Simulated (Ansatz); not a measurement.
# (InP)3(MgS)1 [001] superlattice, started as zinc blende: from the cell to its phonons

Wanted: phonon frequencies of (InP)3(MgS)1 [001] superlattice, started as zinc blende and what follows from them.

Program: Ansatz 0.2.0. Level of theory: DFT PBEsol, scalar-relativistic, plane waves, PAW. Results are calculated unless marked as measured.

Report form: the programs' logs are mostly left out.

The structure was built from a prototype and need not be the compound's stable phase.

## (1) Set-up

It takes space group Pmm2 (No. 25, orthorhombic). Conventional cell: a = 4.107 Å, b = 4.107 Å, c = 11.615 Å, α = 90.00°, β = 90.00°, γ = 90.00°. In has 2 S at 2.51 Å and 2 P at 2.51 Å nearest. Nearest to In lie 4 P at 2.51 Å. Nearest to Mg lie 2 P at 2.51 Å and 2 S at 2.51 Å. Nearest to P lie 4 In at 2.51 Å. P has 4 In at 2.51 Å nearest. Farther neighbours and most contacts between anions are not listed.

## (2) Coarse relaxation

The start is far from rest, so a relaxation with loose tolerances brings it close first.

The input, input.yaml:

```yaml
crystal:
  lattice:
    - [2.90375, 2.90375, 0.0]
    - [-2.90375, 2.90375, 0.0]
    - [0.0, 0.0, 11.615]
  atoms:
    - { symbol: In, position: [0.0, 0.0, 0.0] }
    - { symbol: In, position: [0.5, 0.5, 0.25] }
    - { symbol: In, position: [0.0, 0.0, 0.5] }
    - { symbol: Mg, position: [0.5, 0.5, 0.75] }
    - { symbol: P, position: [0.5, 0.0, 0.125] }
    - { symbol: P, position: [0.0, 0.5, 0.375] }
    - { symbol: P, position: [0.5, 0.0, 0.625] }
    - { symbol: S, position: [0.0, 0.5, 0.875] }
kpoints:
  mp_grid: { grid: [6, 6, 2] }
hamiltonian:
  xc: pbesol
scf:
  occupations: { method: gaussian, width: 0.1 }
output:
  forces: true
  stress: true
  eigenvalues: true
relax:
  adjacent_minimum: "off"
  f_tol: 0.05
  max_steps: 80
  cell: { stress_tol: 0.5 }
```

Command:

```bash
> ansatz run input.yaml --threads 8 --pin off --max-ram 14336MiB --backend cpu --events-out ev --progress --plain --runs-dir out
```

It took 25 s on 8 threads of Intel Xeon Platinum 8488C (Sapphire Rapids), shared host; peak memory 0.81 GiB.

Relaxation path:

```csv
step,energy less that of the first step (eV),largest force component (eV/Å),pressure (GPa),volume (Å³)
1,0.0000,0.7184,1.47,195.87
2,-0.1053,0.1920,-0.27,200.69
3,-0.1098,0.0267,-0.05,200.00
4*,-0.1107,0.0267,-0.05,200.00
```

Relaxation steps marked * repeat the geometry before them on a plane-wave basis chosen anew for their cell, so energy and pressure can jump there.

Forces are held to the 4 operations that the run works with; a distortion that breaks them can't arise in this run.

```csv
"conventional cell, symmetrised",before,after,change
a (Å),4.107,4.148,+1.0 %
b (Å),4.107,4.180,+1.8 %
c (Å),11.615,11.537,-0.7 %
volume (Å³/atom),24.48,25.00,+2.1 %
```

The atoms that moved most (Å, as changes of fractional coordinates times the final cell):

```csv
atom,dx,dy,dz,length
In3,0.000,0.000,0.081,0.081
Mg4,0.000,0.000,-0.078,0.078
P7,0.000,0.000,0.062,0.062
S8,0.000,0.000,-0.044,0.044
P5,0.000,0.000,-0.043,0.043
In2,0.000,0.000,0.027,0.027
In1,0.000,0.000,-0.013,0.013
P6,0.000,0.000,0.007,0.007
```

This step gave:

```yaml
pressure: -0.04741 GPa
volume_per_atom: 25.00 Å³
gap_on_the_k_mesh: 0.4158 eV
direct_gap_on_mesh: 0.4158 eV
```

In this step the volume went from 24.48 to 25.00 Å³/atom.

## (3) Relaxation

Harmonic phonons are second derivatives at a point where the forces vanish, and they are wanted at zero stress, so atoms and cell are relaxed first.

The input, input.yaml:

```yaml
crystal:
  lattice:
    - [2.9330487423, 2.9330487423, 0.0]
    - [-2.9553630126, 2.9553630126, 0.0]
    - [0.0, 0.0, 11.5366569161]
  atoms:
    - { symbol: In, position: [0.0, 0.0, -0.0010915878] }
    - { symbol: In, position: [0.5, 0.5, 0.2523034416] }
    - { symbol: In, position: [0.0, 0.0, 0.5070633039] }
    - { symbol: Mg, position: [0.5, 0.5, 0.7432482978] }
    - { symbol: P, position: [0.5, 0.0, 0.1212754634] }
    - { symbol: P, position: [0.0, 0.5, 0.3755786905] }
    - { symbol: P, position: [0.5, 0.0, 0.630413581] }
    - { symbol: S, position: [0.0, 0.5, 0.8712088097] }
kpoints:
  mp_grid: { grid: [8, 8, 4] }
hamiltonian:
  xc: pbesol
scf:
  occupations: { method: gaussian, width: 0.02 }
output:
  forces: true
  stress: true
  eigenvalues: true
  write_density: true
  write_potential: true
  elf: true
  volumetric_format: npy
relax:
  adjacent_minimum: "off"
  f_tol: 0.005
  max_steps: 80
  cell: { stress_tol: 0.05 }
```

Run time: 55 s. Hardware: 8 threads; peak memory 1.1 GiB; 6.6 min of CPU time.

Little changed from the start: no atom moved by 0.005 Å and no cell edge by 0.1 %.

Numbers from this step:

```
pressure           : 0.004150 GPa
gap on the k-mesh  : 0.4211 eV
volume per atom    : 24.98 Å³
direct gap on mesh : 0.4211 eV
```

Valence density in the ac plane at fractional y = 0.500, with atoms of In and Mg and P and S within 0.2 Å of it. It is the smooth field of the valence electrons, not physical close to the nuclei.

Values in e/Å³, 24 rows by 14 columns, each cell a mean:
```
 0  0  0  0  0  0  0  0  0  0  0  0  0  0
 1  1  1  0  0  0  0  0  0  0  0  0  1  1
 0  1  1  1  0  0  0  0  0  0  0  1  1  1
 1  1  1  1  0  0  0  0  0  0  0  1  1  1
 1  1  1  0  0  0  1  1  1  0  0  0  1  1
 0  0  0  0  0  2 13 18  8  1  0  0  0  0
 0  0  0  0  0  2 11 16  7  1  0  0  0  0
 0  0  0  0  0  0  1  1  0  0  0  0  0  0
 0  0  0  0  0  0  0  0  0  0  0  0  0  0
 0  0  0  0  0  0  0  0  0  0  0  0  0  0
 0  0  0  0  0  0  0  0  0  0  0  0  0  0
 0  0  0  0  0  0  0  0  0  0  0  0  0  0
 0  0  0  0  0  0  0  0  0  0  0  0  0  0
 1  1  0  0  0  0  0  0  0  0  0  0  1  1
 0  0  1  0  0  0  0  0  0  0  0  1  1  0
 0  1  1  1  0  0  0  0  0  0  0  1  1  0
 1  1  1  0  1  1  3  3  2  1  1  0  1  1
 0  0  0  0  1  4  9 11  7  3  1  0  0  0
 0  0  0  0  1  2  6  7  5  2  0  0  0  0
 0  0  0  0  0  1  1  1  1  0  0  0  0  0
 0  0  0  0  0  0  0  0  0  0  0  0  0  0
 0  0  0  0  0  0  0  0  0  0  0  0  0  0
 0  0  0  0  0  0  0  0  0  0  0  0  0  0
 0  0  0  0  0  0  0  0  0  0  0  0  0  0
```
Columns run along a (4.1 Å), rows up along c (11.5 Å). Atoms in or near the plane, at fractional coordinates: In at (0.50, 0.25), Mg at (0.50, 0.74), P at (0.00, 0.38), S at (0.00, 0.87).

Electrostatic potential energy in the ac plane at fractional y = 0.500, with atoms of In and Mg and P and S within 0.2 Å of it. With pseudopotentials it is smooth inside the atoms' cores, unlike the true potential.

Ten even steps from '0' (-48 eV) to '9' (11 eV), each cell a mean:
```
89999999999998
45799999999864
32479999999733
32589988898733
56888755678876
99987300158899
99987400158999
99998766789999
99999999999999
99999999999999
99999999999999
99999999999999
88999999999998
24789999999853
00379999998610
00478877888730
56887532358876
99985211136899
99985311237899
99998755678999
99999988999999
99999999999999
99999999999999
99999999999999
```
Columns run along a (4.1 Å; values clipped at the 3rd and 97th percentile), rows up along c (11.5 Å). Atoms in or near the plane, at fractional coordinates: In at (0.50, 0.25), Mg at (0.50, 0.74), P at (0.00, 0.38), S at (0.00, 0.87).

ELF in the ac plane at fractional y = 0.500, with atoms of In and Mg and P and S within 0.2 Å of it. It is the smooth field of the valence electrons, not physical close to the nuclei.

Ten even steps from '0' (0.00) to '9' (0.91), each cell a mean:
```
77642000013567
88885300136888
14998510268983
36998410269995
99983122116999
77630343421477
22100343420022
00000011100000
00001111111000
00000011100000
00000000000000
43210000000123
88642000013578
67874200135777
01787421257850
14996322237983
88863211224798
66532100012366
22222200122222
00122222222210
00011222211100
00000111100000
00000000000000
32100000000122
```
Columns run along a (4.1 Å), rows up along c (11.5 Å). Atoms in or near the plane, at fractional coordinates: In at (0.50, 0.25), Mg at (0.50, 0.74), P at (0.00, 0.38), S at (0.00, 0.87).

In this step the volume went from 25.00 to 24.98 Å³/atom.

## (4) Relaxing to small forces for the phonons

Phonons need a cell at rest on their own settings, so the relaxation is repeated with tight tolerances on forces and stress, using the mesh and the filling of the phonon run that follows.

The input, input.yaml:

```yaml
crystal:
  lattice:
    - [2.9324694251, 2.9324694251, 0.0]
    - [-2.9533934474, 2.9533934474, 0.0]
    - [0.0, 0.0, 11.5360539695]
  atoms:
    - { symbol: In, position: [0.0, 0.0, -0.0012016829] }
    - { symbol: In, position: [0.5, 0.5, 0.2522280503] }
    - { symbol: In, position: [0.0, 0.0, 0.5070299561] }
    - { symbol: Mg, position: [0.5, 0.5, 0.7432383844] }
    - { symbol: P, position: [0.5, 0.0, 0.1212336672] }
    - { symbol: P, position: [0.0, 0.5, 0.3755968085] }
    - { symbol: P, position: [0.5, 0.0, 0.6306318052] }
    - { symbol: S, position: [0.0, 0.5, 0.8712430113] }
kpoints:
  mp_grid: { grid: [8, 8, 4] }
hamiltonian:
  xc: pbesol
scf:
  occupations: { method: fixed }
output:
  forces: true
  stress: true
  eigenvalues: true
relax:
  adjacent_minimum: "off"
  f_tol: 0.001
  max_steps: 60
  cell: { stress_tol: 0.01 }
```

Elapsed: 45 s, on 8 threads; peak memory 1 GiB.

Little changed from the start: no atom moved by 0.005 Å and no cell edge by 0.1 %.

Numbers from this step:

- pressure: 8.20e-4 GPa
- gap on the k-mesh: 0.4208 eV
- direct gap on mesh: 0.4208 eV

The largest force component left is 0.55 meV/Å and the pressure is 0.001 GPa, within the tolerances set. The cell now holds 24.98 Å³/atom.

## (5) Zone-centre response

The zone centre is the only wavevector solved here; it holds the modes that light can see, as far as symmetry allows. The response to a homogeneous field gives the Born charges and the dielectric tensor, and its change with displacement the Raman tensors.

The input, input.yaml:

```yaml
crystal:
  lattice:
    - [2.9324812447, 2.9324812447, 0.0]
    - [-2.9535727125, 2.9535727125, 0.0]
    - [0.0, 0.0, 11.5360332653]
  atoms:
    - { symbol: In, position: [0.0, 0.0, -0.0011912094] }
    - { symbol: In, position: [0.5, 0.5, 0.2522109086] }
    - { symbol: In, position: [0.0, 0.0, 0.50699994] }
    - { symbol: Mg, position: [0.5, 0.5, 0.7432499495] }
    - { symbol: P, position: [0.5, 0.0, 0.1212423225] }
    - { symbol: P, position: [0.0, 0.5, 0.375577336] }
    - { symbol: P, position: [0.5, 0.0, 0.6306271349] }
    - { symbol: S, position: [0.0, 0.5, 0.871283618] }
kpoints:
  mp_grid: { grid: [8, 8, 4] }
hamiltonian:
  xc: pbesol
scf:
  occupations: { method: fixed }
output:
  eigenvalues: true
phonons:
  method: dfpt
  dielectric: true
  rigid_motions: translations
  raman: true
```

The job ended after 32 min (8 threads; peak memory 7.1 GiB).

The run was cut off at the time limit after its SCF cycle had converged; no result of it is taken.

The program's message: “Warning: RAYON”

## (6) Zone-centre response

The zone centre is the only wavevector solved here; it holds the modes that light can see, as far as symmetry allows. No field response is asked.

Changes to input.yaml since step 5:

```diff
@@ -24,4 +24 @@
   method: dfpt
-  dielectric: true
-  rigid_motions: translations
-  raman: true
```

The job ended after 5.2 min (8 threads; peak memory 3.3 GiB; 32 min of CPU time).

Numbers from this step:

```
sum-rule residual before enforcement                    : 1.69e-4 eV/Å²
point group                                             : mm2
highest optical mode at the zone centre (no LO-TO term) : 402.6 cm⁻¹
lowest optical zone-centre mode                         : 52.83 cm⁻¹
```

Without the LO-TO term. Patterns of degenerate modes are one choice out of their space. Modes at Γ, with each element's share of the kinetic energy:

```csv
mode,frequency (cm⁻¹),symmetry,In %,Mg %,P %,S %
1,0.0,acoustic,70,5,19,6
2,0.0,acoustic,70,5,19,6
3,0.0,acoustic,70,5,19,6
4,52.8,B2,86,0,11,4
5,55.1,B1,82,0,17,1
6,58.0,B2,86,1,8,5
7,65.1,B1,83,1,15,1
8,83.1,B1,12,44,2,41
9,86.2,B2,13,39,48,0
10,105.5,A1,82,0,13,5
11,136.6,A1,75,7,10,8
12,221.3,A1,37,32,13,19
13,245.8,B2,17,0,10,73
14,268.6,B1,0,49,0,50
15,277.9,B2,16,0,81,3
16,284.4,A1,9,16,23,52
17,290.1,B2,13,0,79,8
18,302.8,A1,13,3,80,5
19,308.7,B1,19,0,81,0
20,322.4,A1,11,0,86,3
21,328.7,B1,17,0,83,0
22,335.2,B1,16,0,84,0
23,344.4,A1,4,36,57,3
24,402.6,B2,0,55,45,0
```

Displacements in mode 4 (52.8 cm⁻¹), the largest set to 1:
```
In1  0.62 -0.62  0.00
In2  0.37 -0.37  0.00
In3 -1.00  1.00  0.00
Mg4 -0.01  0.01  0.00
P5   0.36 -0.36  0.00
P6  -0.76  0.76  0.00
P7  -0.06  0.06  0.00
S8   0.48 -0.48  0.00
```

Displacements in mode 24 (402.6 cm⁻¹), the largest set to 1:
```
In1 -0.01  0.01  0.00
In2  0.00  0.00  0.00
In3  0.00  0.00  0.00
Mg4 -1.00  1.00  0.00
P5   0.01 -0.01  0.00
P6  -0.03  0.03  0.00
P7   0.80 -0.80  0.00
S8   0.04 -0.04  0.00
```

Before it was imposed, the acoustic sum rule was missed by 1.7e-4 eV/Å². Small misses are needed for a sound result but don't prove that mesh and cutoff are converged. The lowest optical mode is real, 52.8 cm⁻¹.

## (7) Isotope substitution, element In, natural mass 114.818 amu

An isotope changes the mass and not the force constants, so no new electronic calculation is needed; the shifts show which modes move this element.

The same force constants with the mass of In changed from 114.818 to 112.904 u (phonopy, no LO-TO term). Both lists are sorted by frequency; levels can cross, so a row need not hold one and the same mode. Modes under 3 cm⁻¹ are left out. Isotope shifts, by row:

```csv
q,rank,natural mass (cm⁻¹),changed mass (cm⁻¹)
0 0 0,4,52.83,53.21
0 0 0,5,55.09,55.47
0 0 0,6,57.98,58.4
0 0 0,7,65.12,65.58
0 0 0,8,83.11,83.2
0 0 0,9,86.15,86.24
0 0 0,10,105.5,106.2
0 0 0,11,136.6,137.4
0 0 0,12,221.3,222
0 0 0,13,245.8,246.1
0 0 0,14,268.6,268.6
0 0 0,15,277.9,278.3
0 0 0,16,284.4,284.6
0 0 0,17,290.1,290.4
0 0 0,18,302.8,303.1
0 0 0,19,308.7,309.2
0 0 0,20,322.4,322.7
0 0 0,21,328.7,329.2
0 0 0,22,335.2,335.6
0 0 0,23,344.4,344.6
0 0 0,24,402.6,402.6
```

A mode of this element alone would shift by +0.84 %. The highest zone-centre frequency without the field goes from 402.6 to 402.6 cm⁻¹ (+0.0 %). The product of the frequency ratios over all optical modes at Γ is 1.060; the product rule, (m/m′)^(3k/2) (M′/M)^(3/2) with k = 3 such atoms and M the mass of the cell, gives 1.060.

## (8) Another isotope, element Mg, natural mass 24.305 amu

The same for Mg, from 24.30 to 25.98 u.

The same force constants with the mass of Mg changed from 24.305 to 25.983 u (phonopy, no LO-TO term). Both lists are sorted by frequency; levels can cross, so a row need not hold one and the same mode. Modes under 3 cm⁻¹ are left out. Isotope shifts, by row:

```csv
q,rank,natural mass (cm⁻¹),changed mass (cm⁻¹)
0 0 0,4,52.83,52.83
0 0 0,5,55.09,55.08
0 0 0,6,57.98,57.97
0 0 0,7,65.12,65.1
0 0 0,8,83.11,81.87
0 0 0,9,86.15,85.01
0 0 0,10,105.5,105.4
0 0 0,11,136.6,136.2
0 0 0,12,221.3,218.9
0 0 0,13,245.8,245.8
0 0 0,14,268.6,264.2
0 0 0,15,277.9,277.9
0 0 0,16,284.4,282.8
0 0 0,17,290.1,290.1
0 0 0,18,302.8,302.4
0 0 0,19,308.7,308.7
0 0 0,20,322.4,322.4
0 0 0,21,328.7,328.7
0 0 0,22,335.2,335.2
0 0 0,23,344.4,340.6
0 0 0,24,402.6,395.4
```

A mode of this element alone would shift by -3.28 %. The highest zone-centre frequency without the field goes from 402.6 to 395.4 cm⁻¹ (-1.8 %). The product of the frequency ratios over all optical modes at Γ is 0.909; the product rule, (m/m′)^(3k/2) (M′/M)^(3/2) with k = 1 such atoms and M the mass of the cell, gives 0.909.

## (9) Isotope substitution, element S, natural mass 32.06 amu

The same for S, from 32.06 to 33.97 u.

The same force constants with the mass of S changed from 32.060 to 33.968 u (phonopy, no LO-TO term). Both lists are sorted by frequency; levels can cross, so a row need not hold one and the same mode. Modes under 3 cm⁻¹ are left out. Isotope shifts, by row:

```csv
q,rank,natural mass (cm⁻¹),changed mass (cm⁻¹)
0 0 0,4,52.83,52.77
0 0 0,5,55.09,55.07
0 0 0,6,57.98,57.89
0 0 0,7,65.12,65.1
0 0 0,8,83.11,82.11
0 0 0,9,86.15,86.15
0 0 0,10,105.5,105.3
0 0 0,11,136.6,136.2
0 0 0,12,221.3,220.1
0 0 0,13,245.8,240.6
0 0 0,14,268.6,264.7
0 0 0,15,277.9,277.6
0 0 0,16,284.4,280.1
0 0 0,17,290.1,289.5
0 0 0,18,302.8,302.5
0 0 0,19,308.7,308.7
0 0 0,20,322.4,322.2
0 0 0,21,328.7,328.7
0 0 0,22,335.2,335.2
0 0 0,23,344.4,344.2
0 0 0,24,402.6,402.6
```

A mode of this element alone would shift by -2.85 %. The highest zone-centre frequency without the field goes from 402.6 to 402.6 cm⁻¹ (-0.0 %). The product of the frequency ratios over all optical modes at Γ is 0.922; the product rule, (m/m′)^(3k/2) (M′/M)^(3/2) with k = 1 such atoms and M the mass of the cell, gives 0.922.

## (10) Summary of results

```
space group after relaxation (within 0.01 Å)            : Pmm2
volume per atom                                         : 25.0 Å³
gap on the k-mesh                                       : 0.421 eV
highest optical mode at the zone centre (no LO-TO term) : 403 cm⁻¹
lowest optical zone-centre mode                         : 52.8 cm⁻¹
imaginary modes at Γ (the only wavevector solved)       : none
```

**Reading.** The structure is stable against zone-centre distortions, since no mode there is imaginary; other wavevectors were not solved, so zone-boundary instabilities are untested. Without the field, the optical modes at Γ span 53 to 403 cm⁻¹. No dispersion was computed. The starting cell was built on a prototype and not taken from a measurement, so the phase need not exist. These are harmonic frequencies at zero temperature: anharmonic shifts, linewidths and thermal expansion are left out.

[Logs are printed without paths, hosts, clocks, repeated set-up lines and the standing remarks that a program may print on its own settings, such as how far it seeks lower states.]

[Hosts, paths, dates, database ids (printed as entryN), source tags and the programs' standing remarks are cut or masked in the printed files.]
